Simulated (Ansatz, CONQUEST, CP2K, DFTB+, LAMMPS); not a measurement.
# Amorphous carbon (100 atoms): atom by atom

100 atoms (100 C) placed at random at 2.92 g/cm³, melted at 6000 K for 10 ps at fixed volume with the Tersoff potential (Tersoff, Phys. Rev. B 39, 5566 (1989)). Quenched from 6000 K to 300 K at 100 K/ps and fixed volume, held 5 ps, then minimised at fixed cell.

This is the geometry as built. Method: Kohn-Sham DFT, PBE, PAW, plane waves (Ansatz 0.2.0); cutoff 420 eV, Γ point, fermi-dirac smearing of 0.05 eV; density 2.92 g/cm³.

Cell vectors (Å):

```
8.808 0.000 0.000
0.000 8.808 0.000
0.000 0.000 8.808
```

Positions (Å):

```
1 C 5.868 6.629 7.377
2 C 7.596 6.599 5.046
3 C 0.726 3.749 6.706
4 C 7.703 6.897 0.816
5 C 0.299 1.742 3.598
6 C 4.248 4.991 2.110
7 C 0.528 0.934 0.383
8 C 5.269 6.113 3.738
9 C 3.730 8.150 5.700
10 C 7.560 8.275 7.986
11 C 4.105 5.270 6.041
12 C 3.922 2.672 1.780
13 C 1.555 3.755 4.632
14 C 7.660 2.143 6.688
15 C 3.971 1.909 0.569
16 C 7.571 4.017 1.301
17 C 4.440 6.179 7.123
18 C 5.182 6.916 0.959
19 C 6.705 0.966 1.051
20 C 6.713 0.805 2.607
21 C 5.926 3.360 7.846
22 C 7.816 0.857 3.660
23 C 2.248 4.324 1.050
24 C 1.044 8.082 6.964
25 C 5.436 2.758 4.186
26 C 5.027 1.363 4.340
27 C 6.471 6.305 1.440
28 C 6.800 1.184 6.052
29 C 6.584 4.940 0.831
30 C 1.728 4.544 5.890
31 C 2.091 6.098 3.173
32 C 2.709 3.676 3.725
33 C 2.572 5.850 0.724
34 C 5.112 3.152 6.653
35 C 7.384 5.462 5.910
36 C 5.176 0.779 0.447
37 C 7.823 6.381 3.654
38 C 1.972 3.535 8.716
39 C 7.388 0.309 5.031
40 C 0.872 8.603 1.255
41 C 4.514 5.311 8.376
42 C 1.718 6.105 8.298
43 C 5.024 5.057 4.942
44 C 0.616 3.902 8.155
45 C 2.557 1.125 3.260
46 C 6.183 7.918 7.862
47 C 2.301 8.240 1.463
48 C 4.869 8.263 1.323
49 C 5.414 0.537 3.261
50 C 3.496 7.390 7.014
51 C 3.261 1.767 5.821
52 C 2.958 2.476 2.881
53 C 4.877 3.683 1.984
54 C 2.872 2.382 8.230
55 C 8.657 7.716 1.735
56 C 8.063 6.048 8.363
57 C 7.089 4.183 5.240
58 C 8.590 5.134 3.620
59 C 8.804 2.740 6.004
60 C 3.542 2.858 6.794
61 C 3.090 0.069 2.505
62 C 7.884 7.862 5.596
63 C 6.527 6.199 2.950
64 C 5.678 4.525 8.607
65 C 8.630 7.522 3.171
66 C 2.018 6.925 7.069
67 C 7.249 3.465 2.693
68 C 1.686 6.121 5.782
69 C 1.923 1.240 5.655
70 C 1.874 1.109 8.228
71 C 3.332 7.453 4.550
72 C 1.414 0.822 4.200
73 C 1.352 3.971 2.155
74 C 1.040 5.052 3.018
75 C 7.872 0.498 0.134
76 C 4.346 0.818 5.592
77 C 4.290 7.204 3.550
78 C 0.979 8.037 4.059
79 C 5.411 0.917 6.602
80 C 5.864 3.232 2.913
81 C 8.450 7.902 6.893
82 C 3.104 4.253 6.314
83 C 1.494 0.603 6.905
84 C 0.157 2.187 0.976
85 C 3.829 8.304 8.049
86 C 4.077 5.865 0.825
87 C 2.230 6.760 1.778
88 C 1.970 6.926 4.428
89 C 7.957 3.885 4.001
90 C 5.668 3.670 5.285
91 C 3.189 5.007 3.179
92 C 4.478 8.417 2.689
93 C 0.512 5.372 8.299
94 C 0.679 2.583 2.239
95 C 7.007 5.757 7.296
96 C 0.208 2.934 4.488
97 C 8.262 3.194 0.161
98 C 5.180 0.152 7.898
99 C 7.230 2.732 7.932
100 C 2.762 0.043 0.071
```

Predict the forces and charges.

Columns: atom, q, fx, fy, fz (forces in eV/Å, q the Löwdin charge in e).

```
1 0.09 0.224 2.407 -0.555
2 0.06 1.017 -1.074 3.325
3 0.02 -1.495 -0.885 -1.238
4 0.01 2.643 0.262 0.274
5 0.04 -0.169 -0.563 -0.760
6 0.05 -2.433 -1.297 1.176
7 0.01 -2.029 -1.447 0.200
8 0.04 0.817 0.188 0.086
9 -0.01 0.386 -0.124 -1.674
10 0.05 0.143 2.528 0.622
11 -0.01 1.021 -0.226 -1.644
12 0.01 -3.440 -1.444 0.258
13 0.04 1.037 0.435 -1.994
14 0.01 -0.671 -1.212 -1.741
15 0.01 0.180 -2.342 -0.957
16 -0.03 -0.586 -0.330 -0.277
17 0.04 0.982 -0.053 0.387
18 0.06 -1.198 0.991 0.271
19 -0.03 0.200 -1.790 1.435
20 0.01 -0.120 0.534 -0.390
21 0.01 2.407 -0.442 -0.323
22 0.04 -1.956 -0.439 -1.694
23 -0.01 -0.968 -0.038 0.678
24 0.02 -0.073 -0.767 -0.544
25 0.02 -0.463 -3.644 0.898
26 0.05 1.126 0.908 -1.246
27 0.03 -0.052 -0.294 0.138
28 0.03 1.042 0.725 0.986
29 0.07 0.238 -2.813 1.311
30 0.03 -1.065 -0.157 -0.495
31 0.04 0.922 -1.718 -1.883
32 0.00 0.439 0.282 -0.695
33 0.06 -1.411 -0.326 -0.508
34 0.02 -0.776 -3.061 1.085
35 0.02 -0.652 -0.032 -1.155
36 0.06 1.635 0.824 2.251
37 0.04 -0.404 -0.302 0.041
38 0.02 1.163 -1.468 -0.101
39 0.00 0.798 0.264 -0.510
40 -0.03 -0.424 -0.395 -0.014
41 -0.01 0.268 -0.499 -0.042
42 -0.01 0.638 0.065 0.456
43 0.04 -0.886 1.455 -0.478
44 0.05 1.377 0.220 0.736
45 0.02 0.594 1.908 -0.929
46 0.00 0.057 -1.709 -2.433
47 0.03 -1.748 -0.793 0.294
48 0.08 1.480 0.945 -2.880
49 -0.02 1.945 1.865 -0.069
50 0.06 -1.127 1.188 -0.222
51 0.03 -2.014 0.912 1.500
52 0.04 0.960 -0.977 1.149
53 0.00 1.165 1.180 0.834
54 0.03 -0.507 0.516 1.534
55 0.03 -0.471 -2.353 -0.223
56 0.05 -1.268 0.108 -0.508
57 0.01 -0.419 0.954 -0.277
58 0.06 1.742 0.430 -1.675
59 0.03 0.275 1.723 1.050
60 0.04 1.395 0.605 -1.333
61 0.06 -0.872 1.228 0.427
62 0.03 -1.338 0.711 -1.848
63 -0.02 -1.910 0.442 0.161
64 0.04 0.267 -0.706 -0.711
65 0.03 1.876 2.304 -1.672
66 0.05 -0.289 -0.997 -1.443
67 0.00 -0.894 1.884 -1.244
68 -0.03 0.768 -0.406 -0.100
69 0.02 -0.550 -1.374 0.914
70 0.03 0.591 -0.674 -0.246
71 0.03 -0.091 1.046 2.248
72 0.04 0.592 -1.569 -0.791
73 0.05 -1.408 -0.723 -0.845
74 0.08 -3.122 0.102 0.775
75 0.05 -2.112 -0.031 -1.092
76 0.03 0.961 -1.648 -0.774
77 -0.04 2.776 0.117 -0.204
78 -0.01 -0.907 0.797 -0.012
79 0.04 1.549 2.877 0.427
80 0.05 2.720 0.898 -1.138
81 0.04 -1.113 0.553 2.996
82 0.00 -0.024 -1.269 1.480
83 0.07 1.000 1.108 -1.890
84 0.07 2.410 0.800 2.020
85 -0.02 -0.816 1.095 1.442
86 0.05 0.242 -0.501 1.904
87 0.04 -0.470 0.976 1.301
88 0.03 -0.776 -0.937 0.977
89 0.03 -1.423 0.228 -0.153
90 0.06 -0.533 0.286 -0.052
91 0.04 1.355 -2.040 -0.289
92 0.05 -0.141 -1.184 -0.404
93 0.02 0.074 1.548 0.225
94 -0.05 -0.672 0.426 -0.599
95 -0.03 1.158 1.383 1.407
96 0.06 1.861 0.437 3.045
97 0.04 -1.223 0.726 0.530
98 0.03 -1.321 0.790 0.476
99 0.00 -1.112 1.083 0.539
100 0.03 1.421 0.807 0.710
```

The quench rate of 100 K/ps is many orders above laboratory rates, so the cell is likely richer in defects and strain than a real sample. The network of bonds at the start is that of the classical potential that made the cell, and needn't be the one that DFT or experiment would give. Only the Γ point is sampled, in a cell whose shortest periodic width is 9 Å, which is coarse for a cell with partly filled levels. The Löwdin charges lack the electrons that the projection spills, 0.027 e an atom on average.

The r.m.s. force component is 1.24 eV/Å; the longest force, 3.78 eV/Å, acts on C25.

[Logs are printed without paths, hosts, clocks, repeated set-up lines and the standing remarks that a program may print on its own settings, such as how far it seeks lower states.]

[Hosts, paths, dates, database ids (printed as entryN), source tags and the programs' standing remarks are cut or masked in the printed files.]
